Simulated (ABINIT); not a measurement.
# Quasiparticle gap of Al2O3 (Corundum) in ABINIT, part 2 of 2

Aim: the G0W0 gap of Al2O3 (Corundum) on PBE, step by step.

ABINIT 10.8.3; PBE and many-body steps on it, plane waves. Known limits of the many-body steps: not at the basis limit.

So far. Step 2 (Ground state): The gap is direct, at Γ. Step 3 (Empty states on the mesh, 4×4×4 mesh, 112 bands): On this mesh the gap is 6.266 eV.

## (4) Screening, 4×4×4 mesh, 102 bands, screening to 106.1 eV

The RPA dielectric matrix is built and inverted for each q.

This step: RPA screening on PBE, plane waves, norm-conserving pseudopotentials.

run.abi

```
acell 3*1.0 Angstrom
rprim 
  2.380249999995 1.374237978213 4.331866666707
  -2.380249999995 1.374237978213 4.331866666707
  -0.000000000000 -2.748475956495 4.331866666685
ntypat 2
znucl 13 8
natom 10
typat 1 1 1 1 2 2 2 2 2 2
xred 
  0.352160000000 0.352160000000 0.352160000000
  0.147840000000 0.147840000000 0.147840000000
  0.647840000000 0.647840000000 0.647840000000
  0.852160000000 0.852160000000 0.852160000000
  0.556680000000 0.943320000000 0.250000000000
  0.250000000000 0.556680000000 0.943320000000
  0.943320000000 0.250000000000 0.556680000000
  0.443320000000 0.056680000000 0.750000000000
  0.750000000000 0.443320000000 0.056680000000
  0.056680000000 0.750000000000 0.443320000000
pp_dirpath "pseudos"
pseudos "Al.upf, O.upf"
ecut 36
ngkpt 4 4 4
nshiftk 1
shiftk 0 0 0
kptopt 1
chksymbreak 0
istwfk *1
occopt 1
irdwfk 1
optdriver 3
nband 102
ecuteps 3.9
inclvkb 2
awtr 1
symchi 1
indata_prefix "in"
outdata_prefix "out"
tmpdata_prefix "tmp"
```

The run is started by

```bash
$ OMP_NUM_THREADS=1 mpirun -n 8 abinit run.abi > log
```

Numbers of over 12 decimals in the logs are rounded to 6 here.

The log of the run:

```text
.Version 10.8.3 of ABINIT. v10.8.2 released Aug 2026.

 Symmetries : space group R-3 c (#167); Bravais hR (rhombohedral)
[... echo of the input left out ...]
== DATASET  1 ==================================================================
-   mpi_nproc: 8, omp_nthreads: 1 (-1 if OMP is not activated)

--- !DatasetInfo
iteration_state: {dtset: 1, }
dimensions: {natom: 10, nkpt: 13, mband: 102, nsppol: 1, nspinor: 1, nspden: 1, mpw: 5940, }
cutoff_energies: {ecut:  36.0, pawecutdg:  -1.0, }
electrons: {nelect:   4.80000000E+01, charge:   0.00000000E+00, occopt:   1.00000000E+00, tsmear:   1.00000000E-02, }

 SCREENING: Calculation of the susceptibility and dielectric matrices

 Based on a program developped by R.W. Godby, V. Olevano, G. Onida, and L. Reining.
 Incorporated in ABINIT by V. Olevano, G.-M. Rignanese, and M. Torrent.
.Using double precision arithmetic ; gwpc =  8

[... cell and pseudopotentials left out ...]
--------------------------------------------------------------------------------

 ==== K-mesh for the wavefunctions ====
 Number of points in the irreducible wedge :    13
[... list of points left out ...]
 Together with 12 symmetry operations and time-reversal symmetry
 yields    64 points in the full Brillouin Zone.

 ==== Q-mesh for the screening function ====
 Number of points in the irreducible wedge :    13
[... list of points left out ...]
 Together with 12 symmetry operations and time-reversal symmetry
 yields    64 points in the full Brillouin Zone.

 setmesh: FFT mesh size selected  =    36x   36x   36
          total number of points  =        46656

 vcoul_init : cutoff-mode = AUXILIARY_FUNCTION
 q-points for optical limit:   1
     1)      0.000010    0.000020    0.000030

- screening: taking advantage of time-reversal symmetry
- Maximum band index for partially occupied states nbvw = 24
- Remaining bands to be divided among processors   nbcw = 78
- Number of bands treated by each node ~9

 Number of electrons calculated from density =   48.0000; Expected =   48.0000
 average of density, n =  0.083663
 r_s =    1.4184
 omega_plasma =   27.9012 [eV]

 calculating chi0 at frequencies [eV] :
  1    0.000000E+00    0.000000E+00
  2    0.000000E+00    2.790117E+01

--------------------------------------------------------------------------------
  q-point number  1        q = ( 0.000000, 0.000000, 0.000000) [r.l.u.]
--------------------------------------------------------------------------------
[... chi0 elements left out ...]
 For q-point:  0.000010 0.000020 0.000030
  dielectric constant =   3.0526
  dielectric constant without local fields =   3.2363

  Average fulfillment of the sum rule on Im[epsilon] for q-point    1 :     49.35  [%]
[... wings left out ...]
  q-point number  2        q = ( 0.250000, 0.000000, 0.000000) [r.l.u.]
--------------------------------------------------------------------------------
[... chi0 elements left out ...]
  Average fulfillment of the sum rule on Im[epsilon] for q-point    2 :     62.17  [%]

 [... 11 further q-points ...]
```

Elapsed: 4.3 min, on 8 MPI ranks of AMD EPYC 7R43, shared host; peak memory 3.9 GiB; 35 min of CPU time.

Numbers from this step:

* ε∞ with local fields, on this mesh, along the program's q direction: 3.053
* the same without local fields: 3.236
* plasma frequency: 27.90 eV
* plane waves in the screening matrix: 205

Local fields lower ε∞ by 6 %.

## (5) Self-energy, 4×4×4 mesh, 102 bands, screening to 106.1 eV

The self-energy is evaluated for the states that the input lists, and the levels follow from it, in one-shot runs by the linearised quasiparticle equation.

This step: G0W0 on PBE, plane waves, norm-conserving pseudopotentials.

run.abi, as its differences from that of step 4:

```diff
@@ -31,8 +31,15 @@
 irdwfk 1
-optdriver 3
+optdriver 4
 nband 102
+gwcalctyp 0
+ecutsigx 36
+symsigma 1
+nkptgw 1
+kptgw 
+  0.0000000000 0.0000000000 0.0000000000
+bdgw 
+  22 26
 ecuteps 3.9
-inclvkb 2
-awtr 1
-symchi 1
+irdscr 1
+ppmodel 1
 indata_prefix "in"
```

The log of the run:

```text
.Version 10.8.3 of ABINIT. v10.8.2 released Aug 2026.

 Symmetries : space group R-3 c (#167); Bravais hR (rhombohedral)
[... echo of the input left out ...]
== DATASET  1 ==================================================================
-   mpi_nproc: 8, omp_nthreads: 1 (-1 if OMP is not activated)

--- !DatasetInfo
iteration_state: {dtset: 1, }
dimensions: {natom: 10, nkpt: 13, mband: 102, nsppol: 1, nspinor: 1, nspden: 1, mpw: 5940, }
cutoff_energies: {ecut:  36.0, pawecutdg:  -1.0, }
electrons: {nelect:   4.80000000E+01, charge:   0.00000000E+00, occopt:   1.00000000E+00, tsmear:   1.00000000E-02, }

 SIGMA: Calculation of the GW corrections

 Based on a program developped by R.W. Godby, V. Olevano, G. Onida, and L. Reining.
 Incorporated in ABINIT by V. Olevano, G.-M. Rignanese, and M. Torrent.
.Using double precision arithmetic ; gwpc =  8

[... cell and pseudopotentials left out ...]
--------------------------------------------------------------------------------

 ==== K-mesh for the wavefunctions ====
 Number of points in the irreducible wedge :    13
[... list of points left out ...]
 Together with 12 symmetry operations and time-reversal symmetry
 yields    64 points in the full Brillouin Zone.

 ==== Q-mesh for screening function ====
 Number of points in the irreducible wedge :    13
[... list of points left out ...]
 Together with 12 symmetry operations and time-reversal symmetry
 yields    64 points in the full Brillouin Zone.

 vcoul_init : cutoff-mode = AUXILIARY_FUNCTION
 q-points for optical limit:   1
     1)      0.000010    0.000020    0.000030
 setmesh: FFT mesh size selected  =    54x   54x   54
          total number of points  =       157464

 Number of electrons calculated from density =   48.0000; Expected =   48.0000
 average of density, n =  0.083663
 r_s =    1.4184
 omega_plasma =   27.9012 [eV]

 === KS Band Gaps ===
  >>>> For spin  1
   Minimum direct gap =   6.2663 [eV], located at k-point      :   0.0000  0.0000  0.0000
   Fundamental gap    =   6.2663 [eV], Top of valence bands at :   0.0000  0.0000  0.0000
                                       Bottom of conduction at :   0.0000  0.0000  0.0000
 SIGMA fundamental parameters:
 PLASMON POLE MODEL  1
 number of plane-waves for SigmaX                 5879
 number of plane-waves for SigmaC and W            205
 number of plane-waves for wavefunctions          5879
 number of bands                                   102
 number of independent spin polarizations            1
 number of spinorial components                      1
 number of k-points in IBZ                          13
 number of q-points in IBZ                          13
 number of symmetry operations                      12
 number of k-points in BZ                           64
 number of q-points in BZ                           64
 number of frequencies for dSigma/dE                 9
 frequency step for dSigma/dE [eV]                0.25
 number of omega for Sigma on real axis              0
 max omega for Sigma on real axis  [eV]           0.00
 zcut for avoiding poles [eV]                     0.10

 EPSILON^-1 parameters (SCR file):
 dimension of the eps^-1 matrix on file            205
 dimension of the eps^-1 matrix used               205
 number of plane-waves for wavefunctions          5879
 number of bands                                   102
 number of q-points in IBZ                          13
 number of frequencies                               2
 number of real frequencies                          1
 number of imag frequencies                          1

 matrix elements of self-energy operator (all in [eV])

 Perturbative Calculation

--- !SelfEnergy_ee
iteration_state: {dtset: 1, }
kpoint     : [   0.000,    0.000,    0.000, ]
spin       : 1
KS_gap     :    6.266
QP_gap     :    8.426
Delta_QP_KS:    2.159
data: !SigmaeeData |
     Band     E0 <VxcDFT>   SigX SigC(E0)      Z dSigC/dE  Sig(E)    E-E0       E
       22   5.137 -20.467 -25.963   4.529   0.820  -0.220 -21.260  -0.793   4.344
       23   5.137 -20.467 -25.963   4.529   0.820  -0.220 -21.260  -0.793   4.344
       24   5.182 -20.398 -25.833   4.453   0.821  -0.217 -21.204  -0.807   4.375
       25  11.448 -13.779  -8.892  -3.309   0.857  -0.166 -12.426   1.353  12.800
       26  14.369 -11.423  -6.101  -3.670   0.863  -0.158  -9.997   1.427  15.796

== END DATASET(S) ==============================================================
================================================================================

 -outvars: echo values of variables after computation  --------
           etotal      0.0000000000E+00
            nband         102
             nkpt          13
          spgroup         167
 [... the other variables as echoed above ...]

 Calculation completed.
```

Run time: 13 s. Hardware: 8 MPI ranks; peak memory 2.1 GiB; 97 s of CPU time.

Numbers from this step:

* G0W0 gap on the points computed: 8.425 eV
* starting gap on the mesh: 6.266 eV
* k of the valence top: 0, 0, 0
* k of the conduction bottom: 0, 0, 0
* Z at the valence top: 0.821
* Z at the conduction bottom: 0.857
* least direct G0W0 gap on the computed points: 8.425 eV

The gap on the mesh goes from 6.27 eV to 8.43 eV, a correction of +2.16 eV.

Limits: finite bands, cutoff and mesh. v1 is the top filled band, c1 the lowest empty one. Levels before and after the correction, in eV, zero at the valence-band top of each column:

```csv
,conduction bottom,valence top
Kohn-Sham,6.27,0.00
G0W0,8.43,0.00
```

```csv
,level,energy (eV)
Kohn-Sham,Γ v3-v2,-0.045
Kohn-Sham,Γ v1,0.000
Kohn-Sham,Γ c1,6.266
Kohn-Sham,Γ c2,9.188
G0W0,Γ v3-v2,-0.031
G0W0,Γ v1,0.000
G0W0,Γ c1,8.425
G0W0,Γ c2,11.421
```

## (6) Where the time went

Times are wall times on 8 MPI ranks of AMD EPYC 7R43, shared host, good to a factor of about two.

```
                    step     time  share  memory (GiB)
            ground state  1.7 min   21 %          0.99
empty states on the mesh  1.8 min   23 %          0.82
               screening  4.3 min   54 %           3.9
             self-energy     13 s    3 %           2.1
```

## (7) Results

```yaml
pbe_gap: 6.27 eV, direct
g0w0_gap_on_the_mesh: 8.43 eV
gw_settings: 4×4×4 mesh, 102 bands, screening to 106.1 eV, Godby-Needs plasmon pole
known_limits: not at the basis limit
```

What this shows: G0W0 moves the gap on the mesh from 6.27 eV to 8.43 eV (+2.16 eV), with Z of 0.82 and 0.86 at the edges. Local fields lower the RPA ε∞ on this mesh from 3.24 to 3.05. Only 1 of the mesh's irreducible points was corrected, so a valley elsewhere could overtake. The dearest step here is «screening». Against experiment, by G0W0@PBE: the gap of 8.43 eV lies −0.27 eV from the measured 8.7 eV (optical, quoted 2018). An exciton line or allowed optical edge lies below the quasiparticle gap by the binding energy; a forbidden edge can push the onset above it. The calculation has static nuclei and no excitons; a measured gap holds zero-point and thermal motion, which mostly lowers it. Bands and cutoff are finite, so the gap is not at the basis limit. The miss can reach some tenths of an eV and take either sign; the mesh is an error of its own. In the G0W0 run levels were corrected at 1 k point alone, so a gap called «on the mesh» is the least over those, and an edge elsewhere would be missed.

[Paths, hosts, dates, memory and timing lines, banners, echoed tables and standing remarks are left out of the program output.]

[Logs are printed without paths, hosts, clocks, repeated set-up lines and the standing remarks that a program may print on its own settings, such as how far it seeks lower states.]

[Runs of the session that timed out or met a known fault of the program may be left out.]

[Hosts, paths, dates, database ids (printed as entryN), source tags and the programs' standing remarks are cut or masked in the printed files.]

[G0W0 gaps are taken among the corrected bands and points alone; a level outside them can change the order at an edge.]

[Where Ansatz stands beside ABINIT at settings called matched, ABINIT's density can come from a denser mesh and the files from another edition; pairs whose starting gaps differed by over 0.03 eV were left out, so agreement reads better than it is.]
